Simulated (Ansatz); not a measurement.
# Direct or indirect: PbS (Fm-3m)

Space group Fm-3m (No. 225). a = 5.931 Å, b = 5.931 Å, c = 5.931 Å, α = 90.00°, β = 90.00°, γ = 90.00°
```csv
atom,site,symmetry,x,y,z
Pb,4a,m-3m,0.0000,0.0000,0.0000
S,4b,m-3m,0.5000,0.0000,0.0000
```

Method: Ansatz, PBE, independent particles, without spin-orbit coupling, line width 0.1 eV (Gaussian). The band structure gives a fundamental gap of 0.36 eV. The spectrum of vertical transitions near the edge:

| E (eV) | Im ε, E ∥ xyz |
| --- | --- |
| 0.00 | 0.00 |
| 0.12 | 0.00 |
| 0.24 | 0.04 |
| 0.36 | 0.54 |
| 0.48 | 1.25 |
| 0.60 | 1.58 |
| 0.72 | 1.85 |
| 0.84 | 2.17 |
| 0.96 | 2.59 |
| 1.08 | 3.10 |
| 1.20 | 3.66 |
| 1.32 | 4.31 |
| 1.44 | 5.06 |
| 1.56 | 5.97 |
| 1.68 | 7.27 |
| 1.80 | 9.01 |

(1) Is the gap direct or indirect, and about where do vertical transitions set in?

## Answers

(1) Direct: the band path has its least direct gap at the fundamental one, 0.36 eV, and the curves rise from there. Lines are broadened by 0.1 eV, which spreads the edge.

[Logs are printed without paths, hosts, clocks, repeated set-up lines and the standing remarks that a program may print on its own settings, such as how far it seeks lower states.]
